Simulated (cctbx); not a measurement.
## What is wrong with this refinement?

Cell a = 4.5000 Å, b = 4.5000 Å, c = 16.3250 Å, α = 90.00°, β = 90.00°, γ = 90.00°; space group I4/mmm (no. 139).

Simulated single-crystal data (cctbx): Mo Kα, λ = 0.71073 Å, to d = 0.7 Å, 95 % of the full sphere, strongest reflection 70000 counts, noise from counting, a 3 % proportional error and a noise floor of 8 counts (s.d.); no absorption.

An anisotropic refinement with weights 1/σ² prints:

```text
Rint 0.017, 14 unique reflections to 2.04 A
cycle     R1     wR2    GooF  max shift (A)
   1  0.0069  0.0185   1.854   0.00180
   2  0.0032  0.0052   0.523   0.00000
final R1 0.0032 wR2 0.0052 GooF 0.523  parameters 9  data/parameter 1.6
atom        x        y        z      Ueq    occ   su(xyz)  su(Uiso or U11)
Bi1    0.00000  0.00000  0.33093   0.0039  1.000  0.00006  0.0026
Gd1    0.00000  0.50000  0.00000  -0.0000  1.000  0.00000  0.0028  NPD
Ge1    0.00000  0.00000  0.11954   0.0056  1.000  0.00017  0.0029
difference map: max 0.06 min -0.05 rms 0.02
Q1    0.0000  0.5000  0.0000    4    0.06  0.00 A from Gd1
Q2    0.0000  0.5000  0.1603    8    0.06  2.25 A from Bi1
Q3    0.0000  0.0000  0.1701    4    0.04  0.83 A from Ge1
Q4    0.0000  0.0000  0.5000    2    0.03  2.25 A from Gd1
Q5    0.0000  0.0000  0.3270    4    0.02  0.06 A from Bi1
Q6    0.0000  0.0000  0.0000    2    0.02  1.95 A from Ge1
```

Q: Accept it or mend it, and why?

Mend it. The fault: data cut at low resolution. Against the right model at the same level, R1 goes from 0.0058 to 0.0032 and GooF from 1.03 to 0.52 and Gd1 goes non-positive-definite. The atoms are right, but there are too few data for the parameters: R1 flatters and the s.u.s grow. Data per parameter fall from 21 to 1.6.

The compound is GdGeBi. The right model at the same level gives:

```text
Rint 0.023, 189 unique reflections to 0.70 A
cycle     R1     wR2    GooF  max shift (A)
   1  0.0213  0.0561   4.357   0.00255
   2  0.0058  0.0133   1.034   0.00000
final R1 0.0058 wR2 0.0133 GooF 1.034  parameters 9  data/parameter 21.0
atom        x        y        z      Ueq    occ   su(xyz)  su(Uiso or U11)
Bi1    0.00000  0.00000  0.33100   0.0103  1.000  0.00001  0.0001
Gd1    0.00000  0.50000  0.00000   0.0068  1.000  0.00000  0.0001
Ge1    0.00000  0.00000  0.11949   0.0069  1.000  0.00002  0.0001
difference map: max 0.55 min -0.52 rms 0.12
Q1    0.0000  0.5000  0.1691    8    0.55  2.25 A from Bi1
Q2    0.0000  0.0000  0.5000    2    0.40  2.25 A from Gd1
Q3    0.0000  0.5000  0.2500    4    0.37  2.61 A from Bi1
Q4    0.0000  0.0000  0.2596    4    0.33  1.16 A from Bi1
Q5    0.0000  0.1514  0.1963   16    0.32  1.43 A from Ge1
Q6    0.0000  0.0000  0.3902    4    0.30  0.97 A from Bi1
```

The model is made up (kin elements in a known structure type, no relaxation), so it says nothing on whether the phase exists.

[Middle refinement cycles are left out of these outputs.]

[Logs are printed without paths, hosts, clocks, repeated set-up lines and the standing remarks that a program may print on its own settings, such as how far it seeks lower states.]
